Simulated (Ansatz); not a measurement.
## Sb2Ru (Pnnm): band gap by G0W0 on r2SCAN

Wanted: the gap of Sb2Ru (Pnnm) with a many-body correction, and the time that it takes.

Program: Ansatz 0.2.0. Level of theory: r2SCAN, then G0W0 on it, plane waves, PAW. Results are calculated unless marked as measured.

**Experimental background.**

- Gap 0.29 eV: transport gap from activated resistivity above 250 K, current along c; electrical resistivity, Arrhenius fit; bulk crystal (single crystal grown by self-flux) (“Huge Thermoelectric Power Factor: FeSb2 versus FeAs2 and RuSb2”, 2009, arxiv:0910.0784).

## Step 1: The starting structure

The structure is orthorhombic, space group Pnnm (No. 58). The conventional cell has a = 5.951 Å, b = 6.674 Å, c = 3.179 Å, α = 90.00°, β = 90.00°, γ = 90.00°. Nearest to Sb lie 3 Ru at 2.63 to 2.65 Å and 1 Sb at 2.86 Å. Nearest to Ru lie 6 Sb at 2.63 to 2.65 Å. Farther neighbours are not listed.

The cell and positions come from the Crystallography Open Database and are kept as given unless a step says otherwise. Spin-orbit coupling is left out unless a step names it.

The logs state that the PAW files were generated under PBE.

## Step 2: Bands along the symmetry lines

Levels along a band path and on the mesh show where this functional puts the band edges.

This step: DFT, r2SCAN, plane waves, PAW; PAW set soft_1.

File input.yaml:

```yaml
crystal:
  lattice:
    - [5.9514, 0.0, 0.0]
    - [0.0, 6.6743, 0.0]
    - [0.0, 0.0, 3.179]
  atoms:
    - { symbol: Sb, position: [0.1812, 0.359, 0.0] }
    - { symbol: Sb, position: [0.8188, 0.641, 0.0] }
    - { symbol: Sb, position: [0.6812, 0.141, 0.5] }
    - { symbol: Sb, position: [0.3188, 0.859, 0.5] }
    - { symbol: Ru, position: [0.0, 0.0, 0.0] }
    - { symbol: Ru, position: [0.5, 0.5, 0.5] }
kpoints:
  mp_grid: { grid: [4, 4, 8] }
  band_path:
    path:
      - [[0.0, 0.0, 0.0], [0.5, 0.0, 0.0], [0.5, 0.5, 0.0], [0.0, 0.5, 0.0], [0.0, 0.0, 0.0], [0.0, 0.0, 0.5], [0.5, 0.0, 0.5], [0.5, 0.5, 0.5], [0.0, 0.5, 0.5], [0.0, 0.0, 0.5]]
      - [[0.5, 0.0, 0.0], [0.5, 0.0, 0.5]]
      - [[0.0, 0.5, 0.0], [0.0, 0.5, 0.5]]
      - [[0.5, 0.5, 0.0], [0.5, 0.5, 0.5]]
    npoints: 10
hamiltonian:
  xc: r2scan
  pseudopotentials: { kind: paw, azcp: { folder: soft_1 } }
scf:
  occupations: { method: fermi_dirac, width: 0.02 }
  n_extra_bands: 6
output:
  eigenvalues: true
  write_density: true
  write_potential: true
  elf: true
  volumetric_format: npy
```

Launch:

```console
$ ansatz run input.yaml --threads 4 --pin off --max-ram 138240MiB --backend cuda --events-out ev --progress --plain --runs-dir out --devices 1 --max-vram 26GiB
```

Numbers of over 12 decimals in the logs are rounded to 6 here.

Log:

```text
scf.n_extra_bands = 6 over 46 filled bands (N_el = 92.0): the run solves 52 bands
GPUs: using 1 of 1 available (devices: 1).
Engine: ansatz 0.2.0, x86_64-unknown-linux-gnu
Pseudopotentials: kind: paw
Pseudopotential: Sb, paw, valence charge 15, recommended cutoff 500 eV (meta_gga), soft_1/Sb.paw.azcp
Pseudopotential: Ru, paw, valence charge 16, recommended cutoff 500 eV (meta_gga), soft_1/Ru.paw.azcp
Functional definition: r2SCAN
  parameter k0 = 0.174
  parameter k1 = 0.065
  parameter a1 = 4.9479
  exchange = r2scan_x(k0 = k0, k1 = k1, a1 = a1)
  correlation = r2scan_c
device memory: the entry about to start is reckoned to put 5.4 GiB on a device that reports 44.5 GiB free (of which the cap on the GPU budget leaves the run 26.0 GiB)
GPU FFT provider: cuFFT
GPU libraries: cuBLAS 13.8.2, cuFFT 12.4.0, cuSOLVER 12.3.4
Crystal: 6 atoms, lattice volume = 126.274 Å³
Basis set: ecut = 500 eV, 3203 PW (Γ), exchange–correlation on 180×200×96 points (64 copies of the dense FFT grid, shifted against one another)
Bands: 52, of which v1, the nominal top of the filled ones, is band 46 counted from 1 (45 counted from 0)
Symmetry: 8 space group operations
Space group: Pnnm (ITA 58), of the structure as read, at distance tolerance 5.0e-5 Å
k-points: 45 of 128
Non-local potential: Sb, projectors of the file, l = 0: 2, l = 1: 2, l = 2: 2, l = 3: 1
Non-local potential: Ru, projectors of the file, l = 0: 3, l = 1: 2, l = 2: 2, l = 3: 1
PAW form: soft (Blöchl's): semilocal exchange-correlation on the pseudo side does not see the compensation charge
PAW frozen core: Sb, regenerated for the run's functional (the file was generated under x = pbe(κ = 0.804, μ = 0.219515), c = pbe(β = 0.066725))
PAW frozen core: Ru, regenerated for the run's functional (the file was generated under x = pbe(κ = 0.804, μ = 0.219515), c = pbe(β = 0.066725))
PAW one-centre angular grid: Sb, 590 points (default); XC on 160 Gauss nodes
PAW one-centre angular grid: Ru, 590 points (default); XC on 160 Gauss nodes
Initial density: superposition of atomic densities (chi_scale 0.1, normalization cell, long waves kept (reshape's long-wave potential 0.00 eV rms))
Initial wavefunctions: pseudopotential atomic-orbital guess
GPU buffer pool allocated for 54000 grid points (all kernels)
GPU transforms: local potential and band sums: pruned to the plane-wave sphere, on 45×50×24
Functional: x = r2scan, c = r2scan; τ floored in thin density (d = 2e-4 eV/Å³)
SCF iter   1: F=—  HF=-37780.345693 eV  |F-HF|=—  |Δ(HF+E_count)|=         —  Δρ=6.28e-2  dr2=4.45e0  dr2_τ=1.49e-1  ethr=3.10e-3  ⟨swp⟩=7.1  Hψ=9105  notcnv=0
preconditioner: auto → Resta (q_TF=auto, 2.588 Å⁻¹)  ε∞=9.2  [insulator: Δε(μ)=0.432 eV  Ē_g=6.927 eV  σ=0.020 eV  W_gap=1.00  n_scr=38 (ndim 8)  ℏωp=19.8 eV  f_vac=0.000  D(μ)=0.00/eV (n_scr^D=0)  ε∞_Penn≈9.2]
SCF iter   2: F=—  HF=-37779.986101 eV  |F-HF|=—  |Δ(HF+E_count)|=   3.60e-1  Δρ=2.66e-2  dr2=1.25e0  dr2_τ=2.16e-1  ethr=3.10e-3  ⟨swp⟩=2.2  Hψ=4983  notcnv=0  defer=67
preconditioner: auto → Kerker (q_TF=auto, 2.588 Å⁻¹)  [metal: Δε(μ)=0.029 eV  Ē_g=6.846 eV  σ=0.020 eV  W_gap=0.35  n_scr=38 (ndim 8)  ℏωp=19.8 eV  f_vac=0.000  D(μ)=0.75/eV (n_scr^D=2)]
SCF iter   3: F=—  HF=-37779.936600 eV  |F-HF|=—  |Δ(HF+E_count)|=   4.95e-2  Δρ=1.80e-2  dr2=4.16e-1  dr2_τ=8.17e-3  ethr=1.36e-3  ⟨swp⟩=2.1  Hψ=2851  notcnv=0  defer=44
SCF iter   4: F=—  HF=-37779.961185 eV  |F-HF|=—  |Δ(HF+E_count)|=   2.46e-2  Δρ=3.05e-3  dr2=1.57e-2  dr2_τ=4.00e-4  ethr=4.52e-4  ⟨swp⟩=2.9  Hψ=3739  notcnv=0
SCF iter   5: F=—  HF=-37779.965776 eV  |F-HF|=—  |Δ(HF+E_count)|=   4.59e-3  Δρ=1.06e-3  dr2=1.89e-3  dr2_τ=8.69e-5  ethr=1.70e-5  ⟨swp⟩=2.5  Hψ=3466  notcnv=0
SCF iter   6: F=—  HF=-37779.966360 eV  |F-HF|=—  |Δ(HF+E_count)|=   5.84e-4  Δρ=3.62e-4  dr2=2.82e-4  dr2_τ=8.37e-6  ethr=2.06e-6  ⟨swp⟩=2.8  Hψ=4360  notcnv=0
SCF iter   7: F=—  HF=-37779.965962 eV  |F-HF|=—  |Δ(HF+E_count)|=   3.98e-4  Δρ=8.44e-5  dr2=1.19e-5  dr2_τ=6.11e-7  ethr=3.07e-7  ⟨swp⟩=2.0  Hψ=3141  notcnv=0
SCF iter   8: F=—  HF=-37779.966147 eV  |F-HF|=—  |Δ(HF+E_count)|=   1.85e-4  Δρ=3.36e-5  dr2=1.64e-6  dr2_τ=7.81e-8  ethr=1.30e-8  ⟨swp⟩=2.0  Hψ=3982  notcnv=0
SCF iter   9: F=—  HF=-37779.966147 eV  |F-HF|=—  |Δ(HF+E_count)|=   5.02e-7  Δρ=9.31e-6  dr2=1.24e-7  dr2_τ=9.51e-9  ethr=1.78e-9  ⟨swp⟩=2.0  Hψ=3270  notcnv=0
SCF iter  10: F=-37779.966147 eV  HF=-37779.966147 eV  |F-HF|=1.29e-9  |Δ(HF+E_count)|=   5.13e-8  Δρ=3.47e-6  dr2=1.70e-8  dr2_τ=3.77e-10  ethr=1.09e-10  ⟨swp⟩=3.1  Hψ=5306  notcnv=0
SCF 1 converged in 10 iterations: F = -37779.966147 eV  dr2 = 1.70e-8
  greatest PAW one-centre occupation: 0.999 electrons in one spin orbital (limit 2), on the Ru atom at site 5 (counted from 0), in its partial waves of l = 0
device memory: the entry about to start is reckoned to put 10.3 GiB on a device that reports 44.5 GiB free (of which the cap on the GPU budget leaves the run 26.0 GiB)
NSCF: frozen V_eff on 124 k-points, pencils in batches of 32, up to order 232
SCF converged after 10 iterations
Free energy (F): -37779.966147 eV
Harris-Foulkes:  -37779.966147 eV  (|F-HF|=1.29e-9)
Internal energy: -37779.966072 eV  (E = F + TS)
E sigma→0 (E₀):  -37779.966110 eV
Entropy (-TS):   -0.000075 eV (-0.013 meV/atom)
Fermi energy:    14.765732 eV
--- Per-component energies (eV) ---
  E_band       = -802.300831
  E_kinetic    = 1580.240773
  E_local      = -8995.357259  (includes V_loc(G=0)·N_el)
  E_nonlocal   = 2395.470629
  E_hartree    = 3552.985393
  E_xc         = -692.188107
  E_vxc        = -863.437304  (∫ρ·V_xc dr)
  E_paw        = -25317.080931  (= ΣΔE_a)
  E_vpaw       = -2082.291559  (= ΣTr[D̂ρ^β])
  E_aug_tail   = 0.001414  (compensation charges beyond the density's cutoff)
  E_vtau       = 57.096089  (kinetic-family band-sum trace: ∫τ·v_τ [+ j·A + Jᵃ·Aᵃ] dr)
  E_ewald      = -10305.440306
  E_core_change = 1.402323  (= ΣΔE_core)
  E_smearing   = -0.000075  (= −TS)
  E_closure    = 0.000000  (closes the sum)
  Σ components = -37779.966147   (vs F -37779.966147, Δ=0.00e0)
--- Band table (eV; the first three rows and the last of 45) ---
  k-point 0: bands = [... 42 lower, 13.4153, 13.8880, 13.9249, 13.9548, 16.6345, 17.2637, 18.4519, 18.9138, ... 2 higher]
  k-point 1: bands = [... 42 lower, 13.3726, 13.6171, 13.7595, 13.9100, 15.8465, 16.7071, 17.8801, 18.3885, ... 2 higher]
  k-point 2: bands = [... 42 lower, 13.1605, 13.5643, 13.5738, 13.7957, 14.8559, 15.9359, 16.6297, 17.2828, ... 2 higher]
  k-point 44: bands = [... 42 lower, 12.9966, 12.9966, 14.6755, 14.6755, 15.4888, 15.4888, 17.3019, 17.3019, ... 2 higher]
```

It took 7.4 s on 1 × NVIDIA H100 80GB HBM3 (shared by 3 runs) with 4 threads of AMD EPYC 7R13 (Zen 3), shared host; peak memory 1.3 GiB.

This step gave:

| Quantity | Value |
| --- | --- |
| filled bands | 46 |
| gap | 0.1717 eV |
| valence top at | R |
| conduction bottom at | k = (0.000, 0.000, 0.300) |
| least direct gap | 0.6532 eV |

Over mesh and path the gap is 0.172 eV, from k = (0.500, 0.500, 0.500) to k = (0.000, 0.000, 0.300). The least direct gap found is 0.653 eV, at k = (0.000, 0.250, 0.250).

The electronic bands at the labelled points (eV, zero at the top of the highest nominally filled band):

```csv
point,band 43,band 44,band 45,band 46,band 47,band 48,band 49,band 50
Γ,-1.26,-0.79,-0.75,-0.72,1.96,2.59,3.78,4.24
halfway,-0.86,-0.83,-0.79,-0.74,2.24,3.13,3.31,3.95
X,-0.87,-0.87,-0.85,-0.85,3.11,3.11,4.20,4.20
halfway,-1.15,-1.15,-0.80,-0.80,2.36,2.36,4.58,4.58
S,-0.90,-0.90,-0.76,-0.76,1.59,1.59,4.57,4.57
halfway,-1.10,-1.10,-0.82,-0.82,2.06,2.06,4.17,4.17
Y,-0.88,-0.88,-0.60,-0.60,2.63,2.63,3.07,3.07
halfway,-0.83,-0.83,-0.82,-0.73,2.10,2.69,2.95,3.99
Γ,-1.26,-0.79,-0.75,-0.72,1.96,2.59,3.78,4.24
halfway,-1.52,-1.11,-1.10,-0.88,0.18,1.26,1.95,2.61
Z,-1.49,-1.49,-0.77,-0.77,0.74,0.74,2.20,2.20
halfway,-1.73,-1.73,-0.71,-0.71,0.92,0.92,2.11,2.11
U,-1.63,-1.63,-1.03,-1.03,1.17,1.17,2.11,2.11
halfway,-1.67,-1.67,-0.43,-0.43,1.06,1.06,2.29,2.29
R,-1.68,-1.68,0.00,0.00,0.81,0.81,2.63,2.63
halfway,-1.62,-1.62,-0.42,-0.42,0.78,0.78,2.13,2.13
T,-1.82,-1.82,-0.21,-0.21,0.70,0.70,1.14,1.14
halfway,-1.42,-1.42,-1.01,-1.01,0.73,0.73,1.77,1.77
Z,-1.49,-1.49,-0.77,-0.77,0.74,0.74,2.20,2.20
jump to X,-0.87,-0.87,-0.85,-0.85,3.11,3.11,4.20,4.20
halfway,-1.61,-1.61,-0.70,-0.70,1.79,1.79,2.37,2.37
U,-1.63,-1.63,-1.03,-1.03,1.17,1.17,2.11,2.11
jump to Y,-0.88,-0.88,-0.60,-0.60,2.63,2.63,3.07,3.07
halfway,-1.63,-1.63,-0.32,-0.32,0.89,0.89,2.85,2.85
T,-1.82,-1.82,-0.21,-0.21,0.70,0.70,1.14,1.14
jump to S,-0.90,-0.90,-0.76,-0.76,1.59,1.59,4.57,4.57
```

Electrostatic potential energy in the ab plane at fractional z = 0.000, with atoms of Sb and Ru within 0.2 Å of it. With pseudopotentials it is smooth inside the atoms' cores, unlike the true potential.

Ten even steps from '0' (-46 eV) to '9' (18 eV), each cell a mean:
```
00489999999999720
13799999999999852
78999999999999987
99999999999987788
99999999999864457
89999999999733335
89999999999633334
89999999999733335
99888999999854347
87556899999987788
74333589999999999
63333479999999999
74333479999999999
85333689999999999
98666899999999999
88889999999999998
35899999999999974
01599999999999830
00389999999999710
```
Columns run along a (6.0 Å; values clipped at the 3rd and 97th percentile), rows up along b (6.7 Å). Atoms in or near the plane, at fractional coordinates: Sb at (0.18, 0.36), Sb at (0.82, 0.64), Ru at (0.00, 0.00).

Valence density in the ab plane at fractional z = 0.000, with atoms of Sb and Ru within 0.2 Å of it. It is the smooth field of the valence electrons, not physical close to the nuclei.

Ten steps, logarithmic in the rise over the least value, from '0' (0 e/Å³) to '9' (13 e/Å³), each cell a mean:
```
98521110000012478
76422110000001356
43221110000012234
21111110000123332
21000000001235543
21000000001368974
21000000012379985
21100001112368974
22221111112246653
23443221111222222
35787422111111112
36998531100000011
36998521000000001
24776321000000001
23343210000111111
33322100001111122
65321000001112245
87521000000112368
98631100000112479
```
Columns run along a (6.0 Å), rows up along b (6.7 Å). Atoms in or near the plane, at fractional coordinates: Sb at (0.18, 0.36), Sb at (0.82, 0.64), Ru at (0.00, 0.00).

(Continued in part 2 of 3.)

[Paths, hosts, dates, memory and timing lines, banners, echoed tables and standing remarks are left out of the program output.]

[Logs are printed without paths, hosts, clocks, repeated set-up lines and the standing remarks that a program may print on its own settings, such as how far it seeks lower states.]

[Runs of the session that timed out or met a known fault of the program may be left out.]

[Cells called generated may have been cut or substituted from an entry of the Crystallography Open Database or the Materials Project.]

[Hosts, paths, dates, database ids (printed as entryN), source tags and the programs' standing remarks are cut or masked in the printed files.]

[Where an RPA ε∞ is given, it is that of the G0W0 mesh and is not shown converged in it. Names of k-points follow the symmetry that the program found, which can be lower than the space group named. Band edges on a path are those of the sampled points; other points can move an edge, and change direct to indirect where valleys lie close.]

[Hybrid gaps are those of their k-mesh and are not shown converged in it.]
